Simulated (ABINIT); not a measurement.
## BaH2 (P6_3/mmc): G0W0 in ABINIT against the bands in the self-energy

Wanted: the cheapest bands in the self-energy that holds the gap of BaH2 (P6_3/mmc).

Program: ABINIT 10.8.3. Level of theory: PBEsol and many-body steps on it, plane waves. Results are calculated unless marked as measured.

### 1. Set-up

It takes space group P6_3/mmc (No. 194, hexagonal). The conventional cell has a = 4.462 Å, b = 4.462 Å, c = 6.055 Å, α = 90.00°, β = 90.00°, γ = 120.00°. Nearest to Ba lie 11 H at 2.58 to 3.03 Å. H has 5 Ba at 2.58 to 3.03 Å and 6 H at 2.99 Å nearest. H has 6 Ba at 2.99 Å and 8 H at 2.99 to 3.03 Å nearest. Farther neighbours are not listed.

The cell and positions are those that the Materials Project relaxed with its own functionals (PBE, PBE+U or r2SCAN), kept fixed. Spin-orbit coupling is left out unless a step names it.

### 2. Screening, 3×3×2 mesh, 491 bands, screening to 217.7 eV

This step: ABINIT 10.8.3; RPA screening on PBEsol, plane waves, norm-conserving pseudopotentials.

The RPA dielectric matrix is built and inverted for each q.

Contents of run.abi:

```
acell 3*1.0 Angstrom
rprim 
  4.462025052349 0.000000000014 0.000000000000
  -2.231012526186 3.864227047650 0.000000000000
  0.000000000000 0.000000000000 6.055292590000
ntypat 2
znucl 56 1
natom 6
typat 1 1 2 2 2 2
xred 
  0.666666666667 0.333333333333 0.750000000000
  0.333333333333 0.666666666667 0.250000000000
  0.333333333333 0.666666666667 0.750000000000
  0.666666666667 0.333333333333 0.250000000000
  0.000000000000 0.000000000000 0.500000000000
  0.000000000000 0.000000000000 0.000000000000
pp_dirpath "pseudos"
pseudos "Ba.upf, H.upf"
ecut 32
ngkpt 3 3 2
nshiftk 1
shiftk 0 0 0
kptopt 1
chksymbreak 0
istwfk *1
occopt 1
irdwfk 1
optdriver 3
nband 491
ecuteps 8
inclvkb 2
awtr 1
symchi 1
indata_prefix "in"
outdata_prefix "out"
tmpdata_prefix "tmp"
```

Launch:

```bash
$ OMP_NUM_THREADS=1 mpirun -n 4 abinit run.abi > log
```

What it wrote:

```text
.Version 10.8.3 of ABINIT. v10.8.2 released Aug 2026.

 Symmetries : space group P6_3/m m c (#194); Bravais hP (primitive hexag.)
[... echo of the input left out ...]
== DATASET  1 ==================================================================
-   mpi_nproc: 4, omp_nthreads: 1 (-1 if OMP is not activated)

--- !DatasetInfo
iteration_state: {dtset: 1, }
dimensions: {natom: 6, nkpt: 6, mband: 491, nsppol: 1, nspinor: 1, nspden: 1, mpw: 6126, }
cutoff_energies: {ecut:  32.0, pawecutdg:  -1.0, }
electrons: {nelect:   2.40000000E+01, charge:   0.00000000E+00, occopt:   1.00000000E+00, tsmear:   1.00000000E-02, }

 SCREENING: Calculation of the susceptibility and dielectric matrices

 Based on a program developped by R.W. Godby, V. Olevano, G. Onida, and L. Reining.
 Incorporated in ABINIT by V. Olevano, G.-M. Rignanese, and M. Torrent.
.Using double precision arithmetic ; gwpc =  8

[... cell and pseudopotentials left out ...]
--------------------------------------------------------------------------------

 ==== K-mesh for the wavefunctions ====
 Number of points in the irreducible wedge :     6
[... list of points left out ...]
 Together with 24 symmetry operations and time-reversal symmetry
 yields    18 points in the full Brillouin Zone.

 ==== Q-mesh for the screening function ====
 Number of points in the irreducible wedge :     6
[... list of points left out ...]
 Together with 24 symmetry operations and time-reversal symmetry
 yields    18 points in the full Brillouin Zone.

 setmesh: FFT mesh size selected  =    32x   32x   48
          total number of points  =        49152

 vcoul_init : cutoff-mode = AUXILIARY_FUNCTION
 q-points for optical limit:   1
     1)      0.000010    0.000020    0.000030

- screening: taking advantage of time-reversal symmetry
- Maximum band index for partially occupied states nbvw = 12
- Remaining bands to be divided among processors   nbcw = 479
- Number of bands treated by each node ~119

 Number of electrons calculated from density =   24.0000; Expected =   24.0000
 average of density, n =  0.034063
 r_s =    1.9137
 omega_plasma =   17.8032 [eV]

 calculating chi0 at frequencies [eV] :
  1    0.000000E+00    0.000000E+00
  2    0.000000E+00    1.780320E+01

--------------------------------------------------------------------------------
  q-point number  1        q = ( 0.000000, 0.000000, 0.000000) [r.l.u.]
--------------------------------------------------------------------------------
[... chi0 elements left out ...]
 For q-point:  0.000010 0.000020 0.000030
  dielectric constant =   5.8418
  dielectric constant without local fields =   6.5047

  Average fulfillment of the sum rule on Im[epsilon] for q-point    1 :    101.86  [%]
[... wings left out ...]
  q-point number  2        q = ( 0.333333, 0.000000, 0.000000) [r.l.u.]
--------------------------------------------------------------------------------
[... chi0 elements left out ...]
  Average fulfillment of the sum rule on Im[epsilon] for q-point    2 :    103.90  [%]

 [... 4 further q-points ...]
```

Elapsed: 5.8 min, on 4 MPI ranks of Intel Xeon Platinum 8259CL at 2.50GHz (Skylake/Cascade Lake), shared host; peak memory 3.3 GiB.

Numbers from this step:

```yaml
eps_infinity_with_local_fields_on_this_mesh_along_the_program_s_q_direction: 5.842
the_same_without_local_fields: 6.505
plasma_frequency: 17.80 eV
plane_waves_in_the_screening_matrix: 759
```

Local fields lower ε∞ by 10 %. On a Γ-centred mesh this coarse the value itself is usually too large, while a short band sum pulls it down.

### 3. 20 bands

This step: G0W0 on PBEsol, plane waves, norm-conserving pseudopotentials.

run.abi, as its differences from that of step 2:

```diff
@@ -27,8 +27,17 @@
 irdwfk 1
-optdriver 3
-nband 491
+optdriver 4
+nband 20
+gwcalctyp 0
+ecutsigx 32
+symsigma 1
+nkptgw 2
+kptgw 
+  0.0000000000 0.0000000000 0.0000000000
+  0.3333333333 0.3333333333 0.5000000000
+bdgw 
+  11 14
+  11 14
 ecuteps 8
-inclvkb 2
-awtr 1
-symchi 1
+irdscr 1
+ppmodel 1
 indata_prefix "in"
```

What it wrote:

```text
.Version 10.8.3 of ABINIT. v10.8.2 released Aug 2026.

 Symmetries : space group P6_3/m m c (#194); Bravais hP (primitive hexag.)
[... echo of the input left out ...]
== DATASET  1 ==================================================================
-   mpi_nproc: 4, omp_nthreads: 1 (-1 if OMP is not activated)

--- !DatasetInfo
iteration_state: {dtset: 1, }
dimensions: {natom: 6, nkpt: 6, mband: 20, nsppol: 1, nspinor: 1, nspden: 1, mpw: 6126, }
cutoff_energies: {ecut:  32.0, pawecutdg:  -1.0, }
electrons: {nelect:   2.40000000E+01, charge:   0.00000000E+00, occopt:   1.00000000E+00, tsmear:   1.00000000E-02, }

 SIGMA: Calculation of the GW corrections

 Based on a program developped by R.W. Godby, V. Olevano, G. Onida, and L. Reining.
 Incorporated in ABINIT by V. Olevano, G.-M. Rignanese, and M. Torrent.
.Using double precision arithmetic ; gwpc =  8

[... cell and pseudopotentials left out ...]
--------------------------------------------------------------------------------

 ==== K-mesh for the wavefunctions ====
 Number of points in the irreducible wedge :     6
[... list of points left out ...]
 Together with 24 symmetry operations and time-reversal symmetry
 yields    18 points in the full Brillouin Zone.

 ==== Q-mesh for screening function ====
 Number of points in the irreducible wedge :     6
[... list of points left out ...]
 Together with 24 symmetry operations and time-reversal symmetry
 yields    18 points in the full Brillouin Zone.

 vcoul_init : cutoff-mode = AUXILIARY_FUNCTION
 q-points for optical limit:   1
     1)      0.000010    0.000020    0.000030
 setmesh: FFT mesh size selected  =    40x   40x   60
          total number of points  =        96000

 Number of electrons calculated from density =   24.0000; Expected =   24.0000
 average of density, n =  0.034063
 r_s =    1.9137
 omega_plasma =   17.8032 [eV]

 === KS Band Gaps ===
  >>>> For spin  1
   Minimum direct gap =   2.7256 [eV], located at k-point      :   0.0000  0.0000  0.0000
   Fundamental gap    =   1.4734 [eV], Top of valence bands at :   0.0000  0.0000  0.0000
                                       Bottom of conduction at :   0.3333  0.3333  0.5000
 SIGMA fundamental parameters:
 PLASMON POLE MODEL  1
 number of plane-waves for SigmaX                 6089
 number of plane-waves for SigmaC and W            759
 number of plane-waves for wavefunctions          6089
 number of bands                                    20
 number of independent spin polarizations            1
 number of spinorial components                      1
 number of k-points in IBZ                           6
 number of q-points in IBZ                           6
 number of symmetry operations                      24
 number of k-points in BZ                           18
 number of q-points in BZ                           18
 number of frequencies for dSigma/dE                 9
 frequency step for dSigma/dE [eV]                0.25
 number of omega for Sigma on real axis              0
 max omega for Sigma on real axis  [eV]           0.00
 zcut for avoiding poles [eV]                     0.10

 EPSILON^-1 parameters (SCR file):
 dimension of the eps^-1 matrix on file            759
 dimension of the eps^-1 matrix used               759
 number of plane-waves for wavefunctions          6089
 number of bands                                   491
 number of q-points in IBZ                           6
 number of frequencies                               2
 number of real frequencies                          1
 number of imag frequencies                          1

 matrix elements of self-energy operator (all in [eV])

 Perturbative Calculation

--- !SelfEnergy_ee
iteration_state: {dtset: 1, }
kpoint     : [   0.000,    0.000,    0.000, ]
spin       : 1
KS_gap     :    2.726
QP_gap     :    4.459
Delta_QP_KS:    1.733
data: !SigmaeeData |
     Band     E0 <VxcDFT>   SigX SigC(E0)      Z dSigC/dE  Sig(E)    E-E0       E
       11   3.623 -10.601 -13.543   3.379   0.798  -0.254 -10.252   0.349   3.972
       12   4.131 -10.778 -13.538   3.336   0.803  -0.246 -10.316   0.462   4.593
       13   6.857  -9.229  -4.726  -1.914   0.848  -0.179  -7.033   2.195   9.052
       14   6.857  -9.229  -4.726  -1.914   0.848  -0.179  -7.033   2.195   9.052

--- !SelfEnergy_ee
iteration_state: {dtset: 1, }
kpoint     : [   0.333,    0.333,    0.500, ]
spin       : 1
KS_gap     :    3.017
QP_gap     :    4.630
Delta_QP_KS:    1.612
data: !SigmaeeData |
     Band     E0 <VxcDFT>   SigX SigC(E0)      Z dSigC/dE  Sig(E)    E-E0       E
       11   2.587 -11.072 -14.405   3.738   0.799  -0.252 -10.748   0.323   2.911
       12   2.587 -11.072 -14.405   3.738   0.799  -0.252 -10.748   0.323   2.911
       13   5.605  -8.695  -4.279  -2.121   0.844  -0.185  -6.759   1.936   7.541
       14   5.605  -8.695  -4.279  -2.121   0.844  -0.185  -6.759   1.936   7.541

== END DATASET(S) ==============================================================
================================================================================

 -outvars: echo values of variables after computation  --------
           etotal      0.0000000000E+00
            nband          20
             nkpt           6
          spgroup         194
 [... the other variables as echoed above ...]

 Calculation completed.
```

Wall time 17 s (4 MPI ranks); peak memory 1.4 GiB; 69 s of CPU time.

Numbers from this step:

| Item | Value |
| --- | --- |
| G0W0 gap on the points computed | 2.948 eV |
| starting gap on the mesh | 1.473 eV |
| k of the valence top | 0, 0, 0 |
| k of the conduction bottom | 0.3333, 0.3333, 0.5 |
| Z at the valence top | 0.803 |
| Z at the conduction bottom | 0.844 |
| least direct G0W0 gap on the computed points | 4.459 eV |

### 4. 27 bands

run.abi, as its differences from that of step 3:

```diff
@@ -28,3 +28,3 @@
 optdriver 4
-nband 20
+nband 27
 gwcalctyp 0
```

What it wrote:

```text
.Version 10.8.3 of ABINIT. v10.8.2 released Aug 2026.

 Symmetries : space group P6_3/m m c (#194); Bravais hP (primitive hexag.)
[... echo of the input left out ...]
== DATASET  1 ==================================================================
-   mpi_nproc: 4, omp_nthreads: 1 (-1 if OMP is not activated)

--- !DatasetInfo
iteration_state: {dtset: 1, }
dimensions: {natom: 6, nkpt: 6, mband: 27, nsppol: 1, nspinor: 1, nspden: 1, mpw: 6126, }
cutoff_energies: {ecut:  32.0, pawecutdg:  -1.0, }
electrons: {nelect:   2.40000000E+01, charge:   0.00000000E+00, occopt:   1.00000000E+00, tsmear:   1.00000000E-02, }

 SIGMA: Calculation of the GW corrections

 Based on a program developped by R.W. Godby, V. Olevano, G. Onida, and L. Reining.
 Incorporated in ABINIT by V. Olevano, G.-M. Rignanese, and M. Torrent.
.Using double precision arithmetic ; gwpc =  8

[... cell and pseudopotentials left out ...]
--------------------------------------------------------------------------------

 ==== K-mesh for the wavefunctions ====
 Number of points in the irreducible wedge :     6
[... list of points left out ...]
 Together with 24 symmetry operations and time-reversal symmetry
 yields    18 points in the full Brillouin Zone.

 ==== Q-mesh for screening function ====
 Number of points in the irreducible wedge :     6
[... list of points left out ...]
 Together with 24 symmetry operations and time-reversal symmetry
 yields    18 points in the full Brillouin Zone.

 vcoul_init : cutoff-mode = AUXILIARY_FUNCTION
 q-points for optical limit:   1
     1)      0.000010    0.000020    0.000030
 setmesh: FFT mesh size selected  =    40x   40x   60
          total number of points  =        96000

 Number of electrons calculated from density =   24.0000; Expected =   24.0000
[...]
number of omega for Sigma on real axis              0
 max omega for Sigma on real axis  [eV]           0.00
 zcut for avoiding poles [eV]                     0.10

 EPSILON^-1 parameters (SCR file):
 dimension of the eps^-1 matrix on file            759
 dimension of the eps^-1 matrix used               759
 number of plane-waves for wavefunctions          6089
 number of bands                                   491
 number of q-points in IBZ                           6
 number of frequencies                               2
 number of real frequencies                          1
 number of imag frequencies                          1

 matrix elements of self-energy operator (all in [eV])

 Perturbative Calculation

--- !SelfEnergy_ee
iteration_state: {dtset: 1, }
kpoint     : [   0.000,    0.000,    0.000, ]
spin       : 1
KS_gap     :    2.726
QP_gap     :    4.390
Delta_QP_KS:    1.665
data: !SigmaeeData |
     Band     E0 <VxcDFT>   SigX SigC(E0)      Z dSigC/dE  Sig(E)    E-E0       E
       11   3.623 -10.601 -13.543   2.948   0.788  -0.269 -10.596   0.005   3.628
       12   4.131 -10.778 -13.538   2.854   0.792  -0.263 -10.703   0.075   4.206
       13   6.857  -9.229  -4.726  -2.416   0.834  -0.199  -7.489   1.739   8.596
[...]
--- !SelfEnergy_ee
iteration_state: {dtset: 1, }
kpoint     : [   0.333,    0.333,    0.500, ]
spin       : 1
KS_gap     :    3.017
QP_gap     :    4.620
Delta_QP_KS:    1.603
data: !SigmaeeData |
     Band     E0 <VxcDFT>   SigX SigC(E0)      Z dSigC/dE  Sig(E)    E-E0       E
[...]
13   5.605  -8.695  -4.279  -2.575   0.832  -0.203  -7.165   1.530   7.135
       14   5.605  -8.695  -4.279  -2.575   0.832  -0.203  -7.165   1.530   7.135

== END DATASET(S) ==============================================================
================================================================================

 -outvars: echo values of variables after computation  --------
           etotal      0.0000000000E+00
            nband          27
             nkpt           6
          spgroup         194
 [... the other variables as echoed above ...]

 Calculation completed.
```

It took 23 s on 4 MPI ranks; peak memory 1.5 GiB.

This step gave:

```
G0W0 gap on the points computed              : 2.929 eV
starting gap on the mesh                     : 1.473 eV
k of the valence top                         : 0, 0, 0
k of the conduction bottom                   : 0.3333, 0.3333, 0.5
Z at the valence top                         : 0.792
Z at the conduction bottom                   : 0.832
least direct G0W0 gap on the computed points : 4.39 eV
```

### 5. 54 bands

run.abi, as its differences from that of step 4:

```diff
@@ -28,3 +28,3 @@
 optdriver 4
-nband 27
+nband 54
 gwcalctyp 0
```

What it wrote:

```text
.Version 10.8.3 of ABINIT. v10.8.2 released Aug 2026.

 Symmetries : space group P6_3/m m c (#194); Bravais hP (primitive hexag.)
[... echo of the input left out ...]
== DATASET  1 ==================================================================
-   mpi_nproc: 4, omp_nthreads: 1 (-1 if OMP is not activated)

--- !DatasetInfo
iteration_state: {dtset: 1, }
dimensions: {natom: 6, nkpt: 6, mband: 54, nsppol: 1, nspinor: 1, nspden: 1, mpw: 6126, }
cutoff_energies: {ecut:  32.0, pawecutdg:  -1.0, }
electrons: {nelect:   2.40000000E+01, charge:   0.00000000E+00, occopt:   1.00000000E+00, tsmear:   1.00000000E-02, }

 SIGMA: Calculation of the GW corrections

 Based on a program developped by R.W. Godby, V. Olevano, G. Onida, and L. Reining.
 Incorporated in ABINIT by V. Olevano, G.-M. Rignanese, and M. Torrent.
.Using double precision arithmetic ; gwpc =  8

[... cell and pseudopotentials left out ...]
--------------------------------------------------------------------------------

 ==== K-mesh for the wavefunctions ====
 Number of points in the irreducible wedge :     6
[... list of points left out ...]
 Together with 24 symmetry operations and time-reversal symmetry
 yields    18 points in the full Brillouin Zone.

 ==== Q-mesh for screening function ====
 Number of points in the irreducible wedge :     6
[... list of points left out ...]
 Together with 24 symmetry operations and time-reversal symmetry
 yields    18 points in the full Brillouin Zone.

 vcoul_init : cutoff-mode = AUXILIARY_FUNCTION
 q-points for optical limit:   1
     1)      0.000010    0.000020    0.000030
 setmesh: FFT mesh size selected  =    40x   40x   60
          total number of points  =        96000

 Number of electrons calculated from density =   24.0000; Expected =   24.0000
[...]
number of omega for Sigma on real axis              0
 max omega for Sigma on real axis  [eV]           0.00
 zcut for avoiding poles [eV]                     0.10

 EPSILON^-1 parameters (SCR file):
 dimension of the eps^-1 matrix on file            759
 dimension of the eps^-1 matrix used               759
 number of plane-waves for wavefunctions          6089
 number of bands                                   491
 number of q-points in IBZ                           6
 number of frequencies                               2
 number of real frequencies                          1
 number of imag frequencies                          1

 matrix elements of self-energy operator (all in [eV])

 Perturbative Calculation

--- !SelfEnergy_ee
iteration_state: {dtset: 1, }
kpoint     : [   0.000,    0.000,    0.000, ]
spin       : 1
KS_gap     :    2.726
QP_gap     :    4.292
Delta_QP_KS:    1.566
data: !SigmaeeData |
     Band     E0 <VxcDFT>   SigX SigC(E0)      Z dSigC/dE  Sig(E)    E-E0       E
       11   3.623 -10.601 -13.543   2.212   0.776  -0.288 -11.167  -0.567   3.057
       12   4.131 -10.778 -13.538   2.080   0.780  -0.283 -11.308  -0.530   3.601
       13   6.857  -9.229  -4.726  -3.236   0.818  -0.223  -8.193   1.036   7.892
[...]
--- !SelfEnergy_ee
iteration_state: {dtset: 1, }
kpoint     : [   0.333,    0.333,    0.500, ]
spin       : 1
KS_gap     :    3.017
QP_gap     :    4.563
Delta_QP_KS:    1.546
data: !SigmaeeData |
     Band     E0 <VxcDFT>   SigX SigC(E0)      Z dSigC/dE  Sig(E)    E-E0       E
[...]
13   5.605  -8.695  -4.279  -3.283   0.818  -0.223  -7.768   0.926   6.531
       14   5.605  -8.695  -4.279  -3.283   0.818  -0.223  -7.768   0.926   6.531

== END DATASET(S) ==============================================================
================================================================================

 -outvars: echo values of variables after computation  --------
           etotal      0.0000000000E+00
            nband          54
             nkpt           6
          spgroup         194
 [... the other variables as echoed above ...]

 Calculation completed.
```

Wall time 35 s (4 MPI ranks); peak memory 1.6 GiB; 2.3 min of CPU time.

This step gave:

- G0W0 gap on the points computed: 2.930 eV
- starting gap on the mesh: 1.473 eV
- k of the valence top: 0, 0, 0
- k of the conduction bottom: 0.3333, 0.3333, 0.5
- Z at the valence top: 0.78
- Z at the conduction bottom: 0.818
- least direct G0W0 gap on the computed points: 4.291 eV

[end of part 1 of 2]

[Paths, hosts, dates, memory and timing lines, banners, echoed tables and standing remarks are left out of the program output.]

[Logs are printed without paths, hosts, clocks, repeated set-up lines and the standing remarks that a program may print on its own settings, such as how far it seeks lower states.]

[Runs of the session that timed out or met a known fault of the program may be left out.]

[Hosts, paths, dates, database ids (printed as entryN), source tags and the programs' standing remarks are cut or masked in the printed files.]

[G0W0 gaps are taken among the corrected bands and points alone; a level outside them can change the order at an edge.]

[Where Ansatz stands beside ABINIT at settings called matched, ABINIT's density can come from a denser mesh and the files from another edition; pairs whose starting gaps differed by over 0.03 eV were left out, so agreement reads better than it is.]
